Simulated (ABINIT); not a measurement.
# TiO2 (Anatase): G0W0 with ABINIT, start to end, part 3 of 3

How does a plane-wave GW calculation on TiO2 (Anatase) run from the first input to the gap?

ABINIT 10.8.3; LDA and many-body steps on it, plane waves. Known limits of the many-body steps: not at the basis limit.

So far. Step 3 (Bands along the symmetry lines): The gap is 2.038 eV, −0.046 eV from the run before at this level. Step 4 (Empty states on the mesh, 4×4×4 mesh, 127 bands): On this mesh the gap is 2.087 eV.

**5. Screening, 4×4×4 mesh, 117 bands, screening to 106.1 eV**

The RPA dielectric matrix is built and inverted for each q.

This step: RPA screening on LDA, plane waves, norm-conserving pseudopotentials.

The input, run.abi:

```
acell 3*1.0 Angstrom
rprim 
  -1.892100000000 1.892100000000 4.757300000000
  1.892100000000 -1.892100000000 4.757300000000
  1.892100000000 1.892100000000 -4.757300000000
ntypat 2
znucl 22 8
natom 6
typat 1 1 2 2 2 2
xred 
  0.000000000000 0.000000000000 0.000000000000
  0.750000000000 0.250000000000 0.500000000000
  0.208100000000 0.208100000000 0.000000000000
  0.958100000000 0.458100000000 0.500000000000
  0.541900000000 0.041900000000 0.500000000000
  0.791900000000 0.791900000000 0.000000000000
pp_dirpath "pseudos"
pseudos "Ti.upf, O.upf"
ecut 38
ngkpt 4 4 4
nshiftk 1
shiftk 0 0 0
kptopt 1
chksymbreak 0
istwfk *1
occopt 1
irdwfk 1
optdriver 3
nband 117
ecuteps 3.9
inclvkb 2
awtr 1
symchi 1
indata_prefix "in"
outdata_prefix "out"
tmpdata_prefix "tmp"
```

Run with:

```
$ OMP_NUM_THREADS=1 mpirun -n 4 abinit run.abi > log
```

Numbers of over 12 decimals in the logs are rounded to 6 here.

The program printed:

```text
.Version 10.8.3 of ABINIT. v10.8.2 released Aug 2026.

 Symmetries : space group I4_1/a m d (#141); Bravais tI (body-center tetrag.)
[... echo of the input left out ...]
== DATASET  1 ==================================================================
-   mpi_nproc: 4, omp_nthreads: 1 (-1 if OMP is not activated)

--- !DatasetInfo
iteration_state: {dtset: 1, }
dimensions: {natom: 6, nkpt: 13, mband: 117, nsppol: 1, nspinor: 1, nspden: 1, mpw: 5174, }
cutoff_energies: {ecut:  38.0, pawecutdg:  -1.0, }
electrons: {nelect:   4.80000000E+01, charge:   0.00000000E+00, occopt:   1.00000000E+00, tsmear:   1.00000000E-02, }

 SCREENING: Calculation of the susceptibility and dielectric matrices

 Based on a program developped by R.W. Godby, V. Olevano, G. Onida, and L. Reining.
 Incorporated in ABINIT by V. Olevano, G.-M. Rignanese, and M. Torrent.
.Using double precision arithmetic ; gwpc =  8

[... cell and pseudopotentials left out ...]
--------------------------------------------------------------------------------

 ==== K-mesh for the wavefunctions ====
 Number of points in the irreducible wedge :    13
[... list of points left out ...]
 Together with 16 symmetry operations and time-reversal symmetry
 yields    64 points in the full Brillouin Zone.

 ==== Q-mesh for the screening function ====
 Number of points in the irreducible wedge :    13
[... list of points left out ...]
 Together with 16 symmetry operations and time-reversal symmetry
 yields    64 points in the full Brillouin Zone.

 setmesh: FFT mesh size selected  =    72x   72x   72
          total number of points  =       373248

 vcoul_init : cutoff-mode = AUXILIARY_FUNCTION
 q-points for optical limit:   1
     1)      0.000010    0.000020    0.000030

- screening: taking advantage of time-reversal symmetry
- Maximum band index for partially occupied states nbvw = 24
- Remaining bands to be divided among processors   nbcw = 93
- Number of bands treated by each node ~23

 Number of electrons calculated from density =   48.0000; Expected =   48.0000
 average of density, n =  0.104409
 r_s =    1.3174
 omega_plasma =   31.1690 [eV]

 calculating chi0 at frequencies [eV] :
  1    0.000000E+00    0.000000E+00
  2    0.000000E+00    3.116905E+01

--------------------------------------------------------------------------------
  q-point number  1        q = ( 0.000000, 0.000000, 0.000000) [r.l.u.]
--------------------------------------------------------------------------------
[... chi0 elements left out ...]
 For q-point:  0.000010 0.000020 0.000030
  dielectric constant =   7.0066
  dielectric constant without local fields =   7.2967

  Average fulfillment of the sum rule on Im[epsilon] for q-point    1 :     56.24  [%]
[... wings left out ...]
  q-point number  2        q = ( 0.250000, 0.000000, 0.000000) [r.l.u.]
--------------------------------------------------------------------------------
[... chi0 elements left out ...]
  Average fulfillment of the sum rule on Im[epsilon] for q-point    2 :     66.07  [%]

 [... 11 further q-points ...]
```

Elapsed: 27 min, on 4 MPI ranks of Arm Neoverse V1, shared host; peak memory 15 GiB.

This step gave:

| Property | Result |
| --- | --- |
| ε∞ with local fields, on this mesh, along the program's q direction | 7.007 |
| the same without local fields | 7.297 |
| plasma frequency | 31.17 eV |
| plane waves in the screening matrix | 171 |

Local fields lower ε∞ by 4 %.

**6. Self-energy, 4×4×4 mesh, 117 bands, screening to 106.1 eV**

The self-energy is evaluated for the states that the input lists, and the levels follow from it, in one-shot runs by the linearised quasiparticle equation.

This step: G0W0 on LDA, plane waves, norm-conserving pseudopotentials.

run.abi, as its differences from that of step 5:

```diff
@@ -27,8 +27,23 @@
 irdwfk 1
-optdriver 3
+optdriver 4
 nband 117
+gwcalctyp 0
+ecutsigx 38
+symsigma 1
+nkptgw 5
+kptgw 
+  0.5000000000 0.5000000000 0.0000000000
+  0.0000000000 0.0000000000 0.0000000000
+  -0.2500000000 -0.2500000000 0.2500000000
+  0.5000000000 0.0000000000 0.0000000000
+  0.5000000000 0.5000000000 0.5000000000
+bdgw 
+  23 26
+  23 26
+  23 26
+  23 26
+  23 26
 ecuteps 3.9
-inclvkb 2
-awtr 1
-symchi 1
+irdscr 1
+ppmodel 1
 indata_prefix "in"
```

The program printed:

```text
.Version 10.8.3 of ABINIT. v10.8.2 released Aug 2026.

 Symmetries : space group I4_1/a m d (#141); Bravais tI (body-center tetrag.)
[... echo of the input left out ...]
== DATASET  1 ==================================================================
-   mpi_nproc: 4, omp_nthreads: 1 (-1 if OMP is not activated)

--- !DatasetInfo
iteration_state: {dtset: 1, }
dimensions: {natom: 6, nkpt: 13, mband: 117, nsppol: 1, nspinor: 1, nspden: 1, mpw: 5174, }
cutoff_energies: {ecut:  38.0, pawecutdg:  -1.0, }
electrons: {nelect:   4.80000000E+01, charge:   0.00000000E+00, occopt:   1.00000000E+00, tsmear:   1.00000000E-02, }

 SIGMA: Calculation of the GW corrections

 Based on a program developped by R.W. Godby, V. Olevano, G. Onida, and L. Reining.
 Incorporated in ABINIT by V. Olevano, G.-M. Rignanese, and M. Torrent.
.Using double precision arithmetic ; gwpc =  8

[... cell and pseudopotentials left out ...]
--------------------------------------------------------------------------------

 ==== K-mesh for the wavefunctions ====
 Number of points in the irreducible wedge :    13
[... list of points left out ...]
 Together with 16 symmetry operations and time-reversal symmetry
 yields    64 points in the full Brillouin Zone.

 ==== Q-mesh for screening function ====
 Number of points in the irreducible wedge :    13
[... list of points left out ...]
 Together with 16 symmetry operations and time-reversal symmetry
 yields    64 points in the full Brillouin Zone.

 vcoul_init : cutoff-mode = AUXILIARY_FUNCTION
 q-points for optical limit:   1
     1)      0.000010    0.000020    0.000030
 setmesh: FFT mesh size selected  =    72x   72x   72
          total number of points  =       373248

 Number of electrons calculated from density =   48.0000; Expected =   48.0000
 average of density, n =  0.104409
 r_s =    1.3174
 omega_plasma =   31.1690 [eV]

 === KS Band Gaps ===
  >>>> For spin  1
   Minimum direct gap =   2.3976 [eV], located at k-point      :  -0.2500 -0.2500  0.2500
   Fundamental gap    =   2.0872 [eV], Top of valence bands at :   0.5000  0.5000  0.0000
                                       Bottom of conduction at :   0.0000  0.0000  0.0000
 SIGMA fundamental parameters:
 PLASMON POLE MODEL  1
 number of plane-waves for SigmaX                 5117
 number of plane-waves for SigmaC and W            171
 number of plane-waves for wavefunctions          5117
 number of bands                                   117
 number of independent spin polarizations            1
 number of spinorial components                      1
 number of k-points in IBZ                          13
 number of q-points in IBZ                          13
 number of symmetry operations                      16
 number of k-points in BZ                           64
 number of q-points in BZ                           64
 number of frequencies for dSigma/dE                 9
 frequency step for dSigma/dE [eV]                0.25
 number of omega for Sigma on real axis              0
 max omega for Sigma on real axis  [eV]           0.00
 zcut for avoiding poles [eV]                     0.10

 EPSILON^-1 parameters (SCR file):
 dimension of the eps^-1 matrix on file            171
 dimension of the eps^-1 matrix used               171
 number of plane-waves for wavefunctions          5117
 number of bands                                   117
 number of q-points in IBZ                          13
 number of frequencies                               2
 number of real frequencies                          1
 number of imag frequencies                          1

 matrix elements of self-energy operator (all in [eV])

 Perturbative Calculation

--- !SelfEnergy_ee
iteration_state: {dtset: 1, }
kpoint     : [   0.500,    0.500,    0.000, ]
spin       : 1
KS_gap     :    3.368
QP_gap     :    5.207
Delta_QP_KS:    1.839
data: !SigmaeeData |
     Band     E0 <VxcDFT>   SigX SigC(E0)      Z dSigC/dE  Sig(E)    E-E0       E
       23   3.680 -19.832 -24.657   4.866   0.765  -0.308 -19.800   0.031   3.711
       24   3.680 -19.832 -24.657   4.866   0.765  -0.308 -19.800   0.031   3.711
       25   7.048 -20.883 -12.438  -6.023   0.772  -0.295 -19.012   1.870   8.918
       26   7.048 -20.883 -12.438  -6.023   0.772  -0.295 -19.012   1.870   8.918

--- !SelfEnergy_ee
iteration_state: {dtset: 1, }
kpoint     : [   0.000,    0.000,    0.000, ]
spin       : 1
KS_gap     :    2.524
QP_gap     :    4.235
Delta_QP_KS:    1.710
data: !SigmaeeData |
     Band     E0 <VxcDFT>   SigX SigC(E0)      Z dSigC/dE  Sig(E)    E-E0       E
       23   3.243 -19.317 -24.266   4.914   0.764  -0.310 -19.343  -0.026   3.217
       24   3.243 -19.317 -24.266   4.914   0.764  -0.310 -19.343  -0.026   3.217
       25   5.767 -19.293 -11.772  -5.384   0.788  -0.269 -17.610   1.684   7.451
       26   6.544 -20.414 -12.057  -6.009   0.777  -0.286 -18.589   1.825   8.368

--- !SelfEnergy_ee
iteration_state: {dtset: 1, }
kpoint     : [  -0.250,   -0.250,    0.250, ]
spin       : 1
KS_gap     :    2.398
QP_gap     :    4.074
Delta_QP_KS:    1.677
data: !SigmaeeData |
     Band     E0 <VxcDFT>   SigX SigC(E0)      Z dSigC/dE  Sig(E)    E-E0       E
       23   3.477 -20.036 -24.828   4.827   0.767  -0.304 -20.009   0.026   3.503
       24   3.477 -20.036 -24.828   4.827   0.767  -0.304 -20.009   0.026   3.503
[...]
--- !SelfEnergy_ee
iteration_state: {dtset: 1, }
kpoint     : [   0.500,    0.000,    0.000, ]
spin       : 1
KS_gap     :    3.847
QP_gap     :    5.693
Delta_QP_KS:    1.846
data: !SigmaeeData |
     Band     E0 <VxcDFT>   SigX SigC(E0)      Z dSigC/dE  Sig(E)    E-E0       E
[...]
26   7.243 -20.576 -12.528  -5.766   0.772  -0.295 -18.814   1.762   9.005

--- !SelfEnergy_ee
iteration_state: {dtset: 1, }
kpoint     : [   0.500,    0.500,    0.500, ]
spin       : 1
KS_gap     :    2.551
QP_gap     :    4.268
Delta_QP_KS:    1.717
data: !SigmaeeData |
     Band     E0 <VxcDFT>   SigX SigC(E0)      Z dSigC/dE  Sig(E)    E-E0       E
       23   3.590 -20.206 -25.004   4.842   0.767  -0.303 -20.172   0.034   3.624
       24   3.590 -20.206 -25.004   4.842   0.767  -0.303 -20.172   0.034   3.624
       25   6.141 -19.805 -11.886  -5.683   0.783  -0.277 -18.054   1.751   7.892
       26   6.141 -19.805 -11.886  -5.683   0.783  -0.277 -18.054   1.751   7.892

== END DATASET(S) ==============================================================
================================================================================

 -outvars: echo values of variables after computation  --------
           etotal      0.0000000000E+00
            nband         117
             nkpt          13
          spgroup         141
 [... the other variables as echoed above ...]

 Calculation completed.
```

Elapsed: 82 s, on 4 MPI ranks; peak memory 10 GiB; 5.4 min of CPU time.

Numbers from this step:

```yaml
g0w0_gap_on_the_mesh: 3.740 eV
starting_gap_on_the_mesh: 2.087 eV
k_of_the_valence_top: 0.5, 0.5, 0
k_of_the_conduction_bottom: 0, 0, 0
z_at_the_valence_top: 0.765
z_at_the_conduction_bottom: 0.788
least_direct_g0w0_gap_on_the_computed_points: 4.074 eV
```

The gap on the mesh goes from 2.09 eV to 3.74 eV, a correction of +1.65 eV.

Limits: finite bands, cutoff and mesh. v1 is the top filled band, c1 the lowest empty one. The levels before and after the correction (eV, zero at the valence-band top of each column):

|  | conduction bottom | valence top |
| --- | --- | --- |
| Kohn-Sham | 2.09 | 0.00 |
| G0W0 | 3.74 | 0.00 |

|  | level | energy (eV) |
| --- | --- | --- |
| Kohn-Sham | (0.5 0.5 0) v2-v1 | 0.000 |
| Kohn-Sham | (0.5 0.5 0) c1-c2 | 3.368 |
| Kohn-Sham | Γ v2-v1 | -0.437 |
| Kohn-Sham | Γ c1 | 2.087 |
| Kohn-Sham | Γ c2 | 2.863 |
| G0W0 | (0.5 0.5 0) v2-v1 | 0.000 |
| G0W0 | (0.5 0.5 0) c1-c2 | 5.207 |
| G0W0 | Γ v2-v1 | -0.494 |
| G0W0 | Γ c1 | 3.740 |
| G0W0 | Γ c2 | 4.657 |

**7. Where the time went**

Times are wall times on 4 MPI ranks of Arm Neoverse V1, shared host, good to a factor of about two.

| step | time | share | memory (GiB) |
| --- | --- | --- | --- |
| ground state | 3.9 min | 11 % | 0.56 |
| bands along the symmetry lines | 99 s | 5 % | 0.53 |
| empty states on the mesh | 1.8 min | 5 % | 0.47 |
| screening | 27 min | 76 % | 15 |
| self-energy | 82 s | 4 % | 10.0 |

**8. Results**

| Quantity | Value |
| --- | --- |
| LDA gap | 2.04 eV, indirect |
| G0W0 gap on the mesh | 3.74 eV |
| G0W0 gap over the zone (rigid shift) | 3.69 eV |
| GW settings | 4×4×4 mesh, 117 bands, screening to 106.1 eV, Godby-Needs plasmon pole |
| known limits | not at the basis limit |

In words: G0W0 moves the gap on the mesh from 2.09 eV to 3.74 eV (+1.65 eV), with Z of 0.77 and 0.79 at the edges. The mesh misses the band edges by 0.05 eV in all; a rigid shift gives 3.69 eV for the zone. Local fields lower the RPA ε∞ on this mesh from 7.30 to 7.01. The dearest step here is «screening». Against experiment, by G0W0@LDA: the gap of 3.69 eV lies +0.48 eV from the measured 3.21 eV (optical, 2024); the gap of 3.69 eV lies +0.50 eV from the measured 3.19 eV (optical, 2021); the gap of 3.69 eV lies +0.52 eV from the measured 3.17 eV (kind not stated, 2020); the direct gap of 4.07 eV lies +0.09 eV from the measured 3.98 eV (electronic, quoted 2020); the direct gap of 4.07 eV lies +0.20 eV from the measured 3.87 eV (direct, 2023). An exciton line or allowed optical edge lies below the quasiparticle gap by the binding energy; a forbidden edge can push the onset above it. The calculation has static nuclei and no excitons; a measured gap holds zero-point and thermal motion, which mostly lowers it. Bands and cutoff are finite, so the gap is not at the basis limit. The miss can reach some tenths of an eV and take either sign; the mesh is an error of its own.

[Paths, hosts, dates, memory and timing lines, banners, echoed tables and standing remarks are left out of the program output.]

[Logs are printed without paths, hosts, clocks, repeated set-up lines and the standing remarks that a program may print on its own settings, such as how far it seeks lower states.]

[Runs of the session that timed out or met a known fault of the program may be left out.]

[Hosts, paths, dates, database ids (printed as entryN), source tags and the programs' standing remarks are cut or masked in the printed files.]

[G0W0 gaps are taken among the corrected bands and points alone; a level outside them can change the order at an edge.]

[Where Ansatz stands beside ABINIT at settings called matched, ABINIT's density can come from a denser mesh and the files from another edition; pairs whose starting gaps differed by over 0.03 eV were left out, so agreement reads better than it is.]
